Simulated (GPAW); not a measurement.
**How the functional moves the magnetism of free-standing square Ir monolayer, spacing 2.904 A**

Two starts of free-standing square Ir monolayer, spacing 2.904 A are run at each set of the functional. What moves?

Program: GPAW 26.7.0. Level of theory: several functionals; plane waves with GPAW's PAW setups, scalar-relativistic. Values are calculated unless marked as measured.

### Step 1. Starting point

The cell holds 1 atom: 1 Ir. Its edges and angles: a = 2.904 Å, b = 2.904 Å, c = 14.000 Å, α = 90.0°, β = 90.0°, γ = 90.0°. model lattice. Vacuum lies along c.

### Step 2. Set 1 (LDA), start ferro +

Each set takes another functional on the same cell and mesh.

Input file order1.py:

```python
import json
import numpy as np
from ase import Atoms
from ase.parallel import paropen, parprint
from gpaw import GPAW

atoms = Atoms(['Ir'],
    cell=[[2.904, 0.0, 0.0],
         [0.0, 2.904, 0.0],
         [0.0, 0.0, 14.0]],
    scaled_positions=[[0.0, 0.0, 0.5]],
    pbc=True,
    magmoms=[1.0])
atoms.calc = GPAW(mode={'name': 'pw', 'ecut': 600},
    xc='LDA',
    kpts={'size': (10, 10, 1), 'gamma': True},
    occupations={'name': 'methfessel-paxton', 'width': 0.1},
    convergence={'density': 1e-05, 'energy': 1e-05},
    maxiter=200,
    symmetry={'tolerance': 1e-4},
    txt='order1.txt')
e = atoms.get_potential_energy(force_consistent=True)
res = {'free_energy': e, 'energy_sigma0': atoms.get_potential_energy(), 'fermi_energy': atoms.calc.get_fermi_level()}
res['moments'] = atoms.get_magnetic_moments().tolist()
res['total'] = atoms.get_magnetic_moment()
parprint('site moments (muB):', np.round(res['moments'], 3))
parprint(f"total moment: {res['total']:.3f} muB")
parprint(f'free energy: {e:.6f} eV')
atoms.calc.write('order1.gpw')
with paropen('results.json', 'w') as f:
    json.dump(res, f)
```

Launch:

```
$ OMP_NUM_THREADS=1 python3 order1.py > order1.log
```

Then come: set 1 (LDA), start antiferro q=(1/2,1/2,0) +-; set 2 (PBE), start ferro +; set 2 (PBE), start antiferro q=(1/2,1/2,0) +-; set 3 (revPBE), start ferro +; set 3 (revPBE), start antiferro q=(1/2,1/2,0) +-; set 4 (RPBE), start ferro +; set 4 (RPBE), start antiferro q=(1/2,1/2,0) +-; the sets together. Settings of the main run: cutoff 600 eV, 10×10×1 k-mesh, methfessel-paxton occupations, smearing width 0.1 eV, mesh matched on, collinear spin, starting moments 1 μB.

**Question.** What will these runs give for the range of the moment in the table, first start; and range of the energy difference?

The site moments add up to 1.44 μB, near the cell's 1.62 μB; the rest lies between the atoms. For the first start the functionals give moments from 1.44 to 1.61 μB and energy differences from 46.3 to 144 meV a seeded atom; all use the same cell, so differences in their own lattice constants don't enter. The first start ends lower on every set of the table.

- range of the moment in the table, first start: 1.44 to 1.61 μB
- range of the energy difference: 46.3 to 144 meV a seeded atom

The second start loses its moments on every set, so the difference is that between moments and none. The smearing is not Fermi–Dirac, so its width is no temperature.

[Long decimals in the printed logs are rounded to 6 places.]

[Logs and program files are shortened in this print: banners, set-up blocks, solver, clock and traceback lines can be left out without a mark of their own.]

[Logs are printed without paths, hosts, clocks, repeated set-up lines and the standing remarks that a program may print on its own settings, such as how far it seeks lower states.]

[Hosts, paths, dates, database ids (printed as entryN), source tags and the programs' standing remarks are cut or masked in the printed files.]

[Where the starting crystal was built by hand or by swapping elements, it need not be the compound's stable phase.]

[Where a cell is said to come from a database of computed structures, the database is the Materials Project.]

[Runs that the program refused, that were killed for memory or that had too few empty states are not shown or counted.]

[Lattice constants of own cells that a recipe calls measured were typed without a cited source.]
